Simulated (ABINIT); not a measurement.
# Cs2KYF6 (Fm-3m): a self-consistent loop beyond G0W0, cycle by cycle

Wanted: G0W0 and self-consistent gaps of Cs2KYF6 (Fm-3m), with the cost of the cycles.

Program: ABINIT 10.8.3. Level of theory: PBEsol and many-body steps on it, plane waves. Results are calculated unless marked as measured.

## 1. Set-up

Symmetry: Fm-3m, No. 225, cubic system. Conventional cell: a = 9.445 Å, b = 9.445 Å, c = 9.445 Å, α = 90.00°, β = 90.00°, γ = 90.00°. Nearest to K lie 6 F at 2.60 Å. Nearest to Cs lie 12 F at 3.35 Å. Nearest to Y lie 6 F at 2.13 Å. F has 1 Y at 2.13 Å and 1 K at 2.60 Å and 4 Cs at 3.35 Å nearest. Farther neighbours and most contacts between anions are not listed.

Coordinates:

```cif
data_structure
_symmetry_space_group_name_H-M 'Fm-3m'
_symmetry_Int_Tables_number 225
_cell_length_a 9.4450
_cell_length_b 9.4450
_cell_length_c 9.4450
_cell_angle_alpha 90.000
_cell_angle_beta 90.000
_cell_angle_gamma 90.000
_cell_volume 842.57
loop_
_atom_site_label
_atom_site_type_symbol
_atom_site_symmetry_multiplicity
_atom_site_Wyckoff_symbol
_atom_site_fract_x
_atom_site_fract_y
_atom_site_fract_z
_atom_site_occupancy
K1 K 4 b 0.50000 0.00000 0.00000 1
Cs1 Cs 8 c 0.25000 0.75000 0.75000 1
Y1 Y 4 a 0.00000 0.00000 0.00000 1
F1 F 24 e 0.22500 0.00000 0.00000 1
```

The cell and positions come from the Crystallography Open Database and are kept as given unless a step says otherwise. Spin-orbit coupling is left out unless a step names it.

## 2. Empty states on the mesh, 2×2×2 mesh, 257 bands

This step: ABINIT 10.8.3; DFT, PBEsol, plane waves, norm-conserving pseudopotentials.

The sums over transitions need many empty states on a uniform mesh; this step solves for them.

The input, run.abi:

```
acell 3*1.0 Angstrom
rprim 
  0.000000000000 4.722500000000 4.722500000000
  4.722500000000 0.000000000000 4.722500000000
  4.722500000000 4.722500000000 -0.000000000000
ntypat 4
znucl 19 55 39 9
natom 10
typat 1 2 2 3 4 4 4 4 4 4
xred 
  0.500000000000 0.500000000000 0.500000000000
  0.250000000000 0.250000000000 0.250000000000
  0.750000000000 0.750000000000 0.750000000000
  0.000000000000 0.000000000000 0.000000000000
  0.775000000000 0.225000000000 0.225000000000
  0.225000000000 0.775000000000 0.225000000000
  0.225000000000 0.775000000000 0.775000000000
  0.775000000000 0.225000000000 0.775000000000
  0.225000000000 0.225000000000 0.775000000000
  0.775000000000 0.775000000000 0.225000000000
pp_dirpath "pseudos"
pseudos "K.upf, Cs.upf, Y.upf, F.upf"
ecut 36
ngkpt 2 2 2
nshiftk 1
shiftk 0 0 0
kptopt 1
chksymbreak 0
iscf -2
irdden 1
istwfk *1
nband 257
nbdbuf 22
tolwfr 1e-09
nstep 60
prtvol 0
indata_prefix "in"
outdata_prefix "out"
tmpdata_prefix "tmp"
```

Command:

```
$ OMP_NUM_THREADS=1 mpirun -n 3 abinit run.abi > log
```

Numbers of over 12 decimals in the logs are rounded to 6 here.

The program printed:

```text
.Version 10.8.3 of ABINIT. v10.8.2 released Aug 2026.

 Symmetries : space group Fm -3 m (#225); Bravais cF (face-center cubic)
[... echo of the input left out ...]
== DATASET  1 ==================================================================
-   mpi_nproc: 3, omp_nthreads: 1 (-1 if OMP is not activated)

--- !DatasetInfo
iteration_state: {dtset: 1, }
dimensions: {natom: 10, nkpt: 3, mband: 257, nsppol: 1, nspinor: 1, nspden: 1, mpw: 14668, }
cutoff_energies: {ecut:  36.0, pawecutdg:  -1.0, }
[...]
1.94083    1.98488    1.98488    1.98490    2.01630    2.02927    2.03442    2.03474
   2.03504    2.03606    2.03638    2.03657    2.03697    2.03787    2.04712    2.05094
   2.05615
 prteigrs : prtvol=0 or 1, do not print more k-points.

== END DATASET(S) ==============================================================
================================================================================

 -outvars: echo values of variables after computation  --------
            nband         257
             nkpt           3
          spgroup         225
 [... the other variables as echoed above ...]

 Calculation completed.
```

Run time: 5 min. Hardware: 3 MPI ranks of Arm Neoverse V1, shared host; peak memory 0.54 GiB; 15 min of CPU time.

Numbers from this step:

```yaml
gap: 6.587 eV
k_of_the_valence_top: 0, 0, 0
k_of_the_conduction_bottom: 0, 0, 0
least_direct_gap: 6.587 eV
k_points_computed: 3
lowest_point_of_the_top_converged_band_above_the_valence_top: 50.1811 eV
```

On this mesh the gap is 6.587 eV.

The density comes from a self-consistent run that is not shown.

## 3. Screening, 2×2×2 mesh, 235 bands, screening to 130.6 eV

The RPA dielectric matrix is built and inverted for each q.

This step: RPA screening on PBEsol, plane waves, norm-conserving pseudopotentials.

run.abi: that of step 2 with these lines changed.

```diff
@@ -28,10 +28,11 @@
 chksymbreak 0
-iscf -2
-irdden 1
 istwfk *1
-nband 257
-nbdbuf 22
-tolwfr 1e-09
-nstep 60
-prtvol 0
+occopt 1
+irdwfk 1
+optdriver 3
+nband 235
+ecuteps 4.8
+inclvkb 2
+awtr 1
+symchi 1
 indata_prefix "in"
```

Command:

```
$ OMP_NUM_THREADS=1 mpirun -n 4 abinit run.abi > log
```

The program printed:

```text
.Version 10.8.3 of ABINIT. v10.8.2 released Aug 2026.

 Symmetries : space group Fm -3 m (#225); Bravais cF (face-center cubic)
[... echo of the input left out ...]
== DATASET  1 ==================================================================
-   mpi_nproc: 4, omp_nthreads: 1 (-1 if OMP is not activated)

--- !DatasetInfo
iteration_state: {dtset: 1, }
dimensions: {natom: 10, nkpt: 3, mband: 235, nsppol: 1, nspinor: 1, nspden: 1, mpw: 14668, }
cutoff_energies: {ecut:  36.0, pawecutdg:  -1.0, }
electrons: {nelect:   8.00000000E+01, charge:   0.00000000E+00, occopt:   1.00000000E+00, tsmear:   1.00000000E-02, }

 SCREENING: Calculation of the susceptibility and dielectric matrices

 Based on a program developped by R.W. Godby, V. Olevano, G. Onida, and L. Reining.
 Incorporated in ABINIT by V. Olevano, G.-M. Rignanese, and M. Torrent.
.Using double precision arithmetic ; gwpc =  8

[... cell and pseudopotentials left out ...]
--------------------------------------------------------------------------------

 ==== K-mesh for the wavefunctions ====
 Number of points in the irreducible wedge :     3
[... list of points left out ...]
 Together with 48 symmetry operations and time-reversal symmetry
 yields     8 points in the full Brillouin Zone.

 ==== Q-mesh for the screening function ====
 Number of points in the irreducible wedge :     3
[... list of points left out ...]
 Together with 48 symmetry operations and time-reversal symmetry
 yields     8 points in the full Brillouin Zone.

 setmesh: FFT mesh size selected  =    48x   48x   48
          total number of points  =       110592

 vcoul_init : cutoff-mode = AUXILIARY_FUNCTION
 q-points for optical limit:   1
     1)      0.000010    0.000020    0.000030

- screening: taking advantage of time-reversal symmetry
- Maximum band index for partially occupied states nbvw = 40
- Remaining bands to be divided among processors   nbcw = 195
- Number of bands treated by each node ~48

 Number of electrons calculated from density =   80.0000; Expected =   80.0000
 average of density, n =  0.056279
 r_s =    1.6188
 omega_plasma =   22.8839 [eV]

 calculating chi0 at frequencies [eV] :
  1    0.000000E+00    0.000000E+00
  2    0.000000E+00    2.288386E+01

--------------------------------------------------------------------------------
  q-point number  1        q = ( 0.000000, 0.000000, 0.000000) [r.l.u.]
--------------------------------------------------------------------------------
[... chi0 elements left out ...]
 For q-point:  0.000010 0.000020 0.000030
  dielectric constant =   2.1284
  dielectric constant without local fields =   2.4012

  Average fulfillment of the sum rule on Im[epsilon] for q-point    1 :     55.38  [%]
[... wings left out ...]
  q-point number  2        q = ( 0.500000, 0.000000, 0.000000) [r.l.u.]
--------------------------------------------------------------------------------
[... chi0 elements left out ...]
  Average fulfillment of the sum rule on Im[epsilon] for q-point    2 :     60.03  [%]

 [... 1 further q-points ...]
```

Wall time 4 min (4 MPI ranks); peak memory 3.7 GiB; 16 min of CPU time.

Numbers from this step:

| Quantity | Value |
| --- | --- |
| ε∞ with local fields, on this mesh, along the program's q direction | 2.128 |
| the same without local fields | 2.401 |
| plasma frequency | 22.88 eV |
| plane waves in the screening matrix | 725 |

Local fields lower ε∞ by 11 %. On a Γ-centred mesh this coarse the value itself is usually too large, while a short band sum pulls it down.

## 4. G0W0

The self-energy is evaluated for the states that the input lists, and the levels follow from it, in one-shot runs by the linearised quasiparticle equation.

This step: G0W0 on PBEsol, plane waves, norm-conserving pseudopotentials.

run.abi: that of step 3 with these lines changed.

```diff
@@ -31,8 +31,15 @@
 irdwfk 1
-optdriver 3
+optdriver 4
 nband 235
+gwcalctyp 0
+ecutsigx 36
+symsigma 1
+nkptgw 1
+kptgw 
+  0.0000000000 0.0000000000 0.0000000000
+bdgw 
+  38 43
 ecuteps 4.8
-inclvkb 2
-awtr 1
-symchi 1
+irdscr 1
+ppmodel 1
 indata_prefix "in"
```

The program printed:

```text
.Version 10.8.3 of ABINIT. v10.8.2 released Aug 2026.

 Symmetries : space group Fm -3 m (#225); Bravais cF (face-center cubic)
[... echo of the input left out ...]
== DATASET  1 ==================================================================
-   mpi_nproc: 4, omp_nthreads: 1 (-1 if OMP is not activated)

--- !DatasetInfo
iteration_state: {dtset: 1, }
dimensions: {natom: 10, nkpt: 3, mband: 235, nsppol: 1, nspinor: 1, nspden: 1, mpw: 14668, }
cutoff_energies: {ecut:  36.0, pawecutdg:  -1.0, }
electrons: {nelect:   8.00000000E+01, charge:   0.00000000E+00, occopt:   1.00000000E+00, tsmear:   1.00000000E-02, }

 SIGMA: Calculation of the GW corrections

 Based on a program developped by R.W. Godby, V. Olevano, G. Onida, and L. Reining.
 Incorporated in ABINIT by V. Olevano, G.-M. Rignanese, and M. Torrent.
.Using double precision arithmetic ; gwpc =  8

[... cell and pseudopotentials left out ...]
--------------------------------------------------------------------------------

 ==== K-mesh for the wavefunctions ====
 Number of points in the irreducible wedge :     3
[... list of points left out ...]
 Together with 48 symmetry operations and time-reversal symmetry
 yields     8 points in the full Brillouin Zone.

 ==== Q-mesh for screening function ====
 Number of points in the irreducible wedge :     3
[... list of points left out ...]
 Together with 48 symmetry operations and time-reversal symmetry
 yields     8 points in the full Brillouin Zone.

 vcoul_init : cutoff-mode = AUXILIARY_FUNCTION
 q-points for optical limit:   1
     1)      0.000010    0.000020    0.000030
 setmesh: FFT mesh size selected  =    72x   72x   72
          total number of points  =       373248

 Number of electrons calculated from density =   80.0000; Expected =   80.0000
 average of density, n =  0.056279
 r_s =    1.6188
 omega_plasma =   22.8839 [eV]

 === KS Band Gaps ===
  >>>> For spin  1
   Minimum direct gap =   6.5866 [eV], located at k-point      :   0.0000  0.0000  0.0000
   Fundamental gap    =   6.5866 [eV], Top of valence bands at :   0.0000  0.0000  0.0000
                                       Bottom of conduction at :   0.0000  0.0000  0.0000
 SIGMA fundamental parameters:
 PLASMON POLE MODEL  1
 number of plane-waves for SigmaX                14649
 number of plane-waves for SigmaC and W            725
 number of plane-waves for wavefunctions         14649
 number of bands                                   235
 number of independent spin polarizations            1
 number of spinorial components                      1
 number of k-points in IBZ                           3
 number of q-points in IBZ                           3
 number of symmetry operations                      48
 number of k-points in BZ                            8
 number of q-points in BZ                            8
 number of frequencies for dSigma/dE                 9
 frequency step for dSigma/dE [eV]                0.25
 number of omega for Sigma on real axis              0
 max omega for Sigma on real axis  [eV]           0.00
 zcut for avoiding poles [eV]                     0.10

 EPSILON^-1 parameters (SCR file):
 dimension of the eps^-1 matrix on file            725
 dimension of the eps^-1 matrix used               725
 number of plane-waves for wavefunctions         14649
 number of bands                                   235
 number of q-points in IBZ                           3
 number of frequencies                               2
 number of real frequencies                          1
 number of imag frequencies                          1

 matrix elements of self-energy operator (all in [eV])

 Perturbative Calculation

--- !SelfEnergy_ee
iteration_state: {dtset: 1, }
kpoint     : [   0.000,    0.000,    0.000, ]
spin       : 1
KS_gap     :    6.587
QP_gap     :    9.649
Delta_QP_KS:    3.062
data: !SigmaeeData |
     Band     E0 <VxcDFT>   SigX SigC(E0)      Z dSigC/dE  Sig(E)    E-E0       E
       38  -0.166 -21.943 -29.273   5.194   0.799  -0.252 -23.649  -1.706  -1.872
       39  -0.166 -21.943 -29.273   5.194   0.799  -0.252 -23.649  -1.706  -1.872
       40  -0.166 -21.943 -29.273   5.194   0.799  -0.252 -23.649  -1.706  -1.872
       41   6.420  -8.046  -3.837  -2.692   0.894  -0.119  -6.690   1.356   7.777
       42   7.798  -7.813  -3.542  -2.623   0.893  -0.120  -6.341   1.472   9.270
       43   7.798  -7.813  -3.542  -2.623   0.893  -0.120  -6.341   1.472   9.270

== END DATASET(S) ==============================================================
================================================================================

 -outvars: echo values of variables after computation  --------
           etotal      0.0000000000E+00
            nband         235
             nkpt           3
          spgroup         225
 [... the other variables as echoed above ...]

 Calculation completed.
```

Elapsed: 36 s, on 4 MPI ranks; peak memory 2.5 GiB; 2.4 min of CPU time.

Numbers from this step:

```
G0W0 gap on the points computed              : 9.649 eV
starting gap on the mesh                     : 6.587 eV
k of the valence top                         : 0, 0, 0
k of the conduction bottom                   : 0, 0, 0
Z at the valence top                         : 0.799
Z at the conduction bottom                   : 0.894
least direct G0W0 gap on the computed points : 9.649 eV
```

The gap on the mesh goes from 6.59 eV to 9.65 eV, a correction of +3.06 eV.

## 5. evGW0, cycle 1

This step: evGW0 on PBEsol, plane waves, norm-conserving pseudopotentials.

run.abi: that of step 4 with these lines changed.

```diff
@@ -33,10 +33,14 @@
 nband 235
-gwcalctyp 0
+gwcalctyp 10
 ecutsigx 36
 symsigma 1
-nkptgw 1
+nkptgw 3
 kptgw 
   0.0000000000 0.0000000000 0.0000000000
+  0.5000000000 0.0000000000 0.0000000000
+  0.5000000000 0.5000000000 0.0000000000
 bdgw 
-  38 43
+  14 58
+  14 58
+  14 58
 ecuteps 4.8
```

The program printed:

```text
.Version 10.8.3 of ABINIT. v10.8.2 released Aug 2026.

 Symmetries : space group Fm -3 m (#225); Bravais cF (face-center cubic)
[... echo of the input left out ...]
== DATASET  1 ==================================================================
-   mpi_nproc: 4, omp_nthreads: 1 (-1 if OMP is not activated)

--- !DatasetInfo
iteration_state: {dtset: 1, }
dimensions: {natom: 10, nkpt: 3, mband: 235, nsppol: 1, nspinor: 1, nspden: 1, mpw: 14668, }
cutoff_energies: {ecut:  36.0, pawecutdg:  -1.0, }
electrons: {nelect:   8.00000000E+01, charge:   0.00000000E+00, occopt:   1.00000000E+00, tsmear:   1.00000000E-02, }

 SIGMA: Calculation of the GW corrections

 Based on a program developped by R.W. Godby, V. Olevano, G. Onida, and L. Reining.
 Incorporated in ABINIT by V. Olevano, G.-M. Rignanese, and M. Torrent.
.Using double precision arithmetic ; gwpc =  8

[... cell and pseudopotentials left out ...]
--------------------------------------------------------------------------------

 ==== K-mesh for the wavefunctions ====
 Number of points in the irreducible wedge :     3
[... list of points left out ...]
 Together with 48 symmetry operations and time-reversal symmetry
 yields     8 points in the full Brillouin Zone.

 ==== Q-mesh for screening function ====
 Number of points in the irreducible wedge :     3
[... list of points left out ...]
 Together with 48 symmetry operations and time-reversal symmetry
 yields     8 points in the full Brillouin Zone.

 vcoul_init : cutoff-mode = AUXILIARY_FUNCTION
 q-points for optical limit:   1
     1)      0.000010    0.000020    0.000030
 setmesh: FFT mesh size selected  =    72x   72x   72
          total number of points  =       373248

 Number of electrons calculated from density =   80.0000; Expected =   80.0000
[...]
--- !SelfEnergy_ee
iteration_state: {dtset: 1, }
kpoint     : [   0.500,    0.000,    0.000, ]
spin       : 1
KS_gap     :    8.456
QP_gap     :   11.717
Delta_QP_KS:    3.261
data: !SigmaeeData |
     Band     E_DFT   <VxcDFT>   E(N-1)  <Hhartree>   SigX  SigC[E(N-1)]    Z     dSigC/dE  Sig[E(N)]  DeltaE  E(N)_pert E(N)_diago
[...]
--- !SelfEnergy_ee
iteration_state: {dtset: 1, }
kpoint     : [   0.500,    0.500,    0.000, ]
spin       : 1
KS_gap     :    8.156
QP_gap     :   11.396
Delta_QP_KS:    3.240
data: !SigmaeeData |
     Band     E_DFT   <VxcDFT>   E(N-1)  <Hhartree>   SigX  SigC[E(N-1)]    Z     dSigC/dE  Sig[E(N)]  DeltaE  E(N)_pert E(N)_diago
[...]
57    11.806   -13.904    11.806    25.711    -7.526    -2.929     0.879    -0.137   -10.872     3.032    14.839    14.456
       58    12.020   -10.170    12.020    22.191    -4.799    -2.935     0.870    -0.149    -8.051     2.119    14.139    15.255

 New Fermi energy :        1.035568E-01 Ha ,    2.817924E+00 eV

 === QP Band Gaps ===
  >>>> For spin  1
   Minimum direct gap =  10.2406 [eV], located at k-point      :   0.0000  0.0000  0.0000
   Fundamental gap    =  10.2406 [eV], Top of valence bands at :   0.0000  0.0000  0.0000
                                       Bottom of conduction at :   0.0000  0.0000  0.0000

 writing QP data on file : out_QPS

 Convergence of QP corrections
 >>>>> For spin  1 <<<<<
.  kptgw no:  1; Maximum DeltaE = (   0.000   0.000) for band index:  3
.  kptgw no:  2; Maximum DeltaE = (   2.448   0.000) for band index:  1
.  kptgw no:  3; Maximum DeltaE = (   1.675  -0.000) for band index:  2

== END DATASET(S) ==============================================================
================================================================================

 -outvars: echo values of variables after computation  --------
           etotal      0.0000000000E+00
            nband         235
             nkpt           3
          spgroup         225
 [... the other variables as echoed above ...]

 Calculation completed.
```

Wall time 13 min (4 MPI ranks); peak memory 6 GiB; 53 min of CPU time.

This step gave:

* quasiparticle gap on the points computed: 10.24 eV
* gap of the density functional on the mesh: 6.587 eV
* k of the valence top: 0, 0, 0
* k of the conduction bottom: 0, 0, 0
* Z at the valence top: 0.799
* Z at the conduction bottom: 0.894
* least direct quasiparticle gap on the computed points: 10.24 eV

Against G0W0 in ABINIT (2×2×2 mesh, 235 bands, screening to 130.6 eV, Godby-Needs plasmon pole), the gap moves by +0.591 eV. This first cycle still uses the starting levels; it takes the full correction, at all points of the mesh, and its linearised value is 9.649 eV.

## 6. evGW0, cycle 2

The corrected levels of the last cycle go back in.

run.abi: that of step 5 with these lines changed.

```diff
@@ -48,2 +48,3 @@
 ppmodel 1
+irdqps 1
 indata_prefix "in"
```

The program printed:

```text
.Version 10.8.3 of ABINIT. v10.8.2 released Aug 2026.

 Symmetries : space group Fm -3 m (#225); Bravais cF (face-center cubic)
[... echo of the input left out ...]
== DATASET  1 ==================================================================
-   mpi_nproc: 4, omp_nthreads: 1 (-1 if OMP is not activated)

--- !DatasetInfo
iteration_state: {dtset: 1, }
dimensions: {natom: 10, nkpt: 3, mband: 235, nsppol: 1, nspinor: 1, nspden: 1, mpw: 14668, }
cutoff_energies: {ecut:  36.0, pawecutdg:  -1.0, }
[...]
Convergence of QP corrections
 >>>>> For spin  1 <<<<<
.  kptgw no:  1; Maximum DeltaE = (  -0.066  -0.000) for band index: 43
.  kptgw no:  2; Maximum DeltaE = (  -0.099  -0.000) for band index: 44
.  kptgw no:  3; Maximum DeltaE = (  -0.100   0.000) for band index: 45

== END DATASET(S) ==============================================================
================================================================================

 -outvars: echo values of variables after computation  --------
           etotal      0.0000000000E+00
            nband         235
             nkpt           3
          spgroup         225
 [... the other variables as echoed above ...]

 Calculation completed.
```

Run time: 13 min. Hardware: 4 MPI ranks; peak memory 6 GiB.

Numbers from this step:

```
quasiparticle gap on the points computed              : 10.14 eV
gap of the density functional on the mesh             : 6.587 eV
k of the valence top                                  : 0, 0, 0
k of the conduction bottom                            : 0, 0, 0
least direct quasiparticle gap on the computed points : 10.14 eV
```

Against the cycle before, the gap moves by −0.099 eV.

(Part 1 of 3 ends here.)

[Paths, hosts, dates, memory and timing lines, banners, echoed tables and standing remarks are left out of the program output.]

[Logs are printed without paths, hosts, clocks, repeated set-up lines and the standing remarks that a program may print on its own settings, such as how far it seeks lower states.]

[Runs of the session that timed out or met a known fault of the program may be left out.]

[Hosts, paths, dates, database ids (printed as entryN), source tags and the programs' standing remarks are cut or masked in the printed files.]

[G0W0 gaps are taken among the corrected bands and points alone; a level outside them can change the order at an edge.]

[Where Ansatz stands beside ABINIT at settings called matched, ABINIT's density can come from a denser mesh and the files from another edition; pairs whose starting gaps differed by over 0.03 eV were left out, so agreement reads better than it is.]
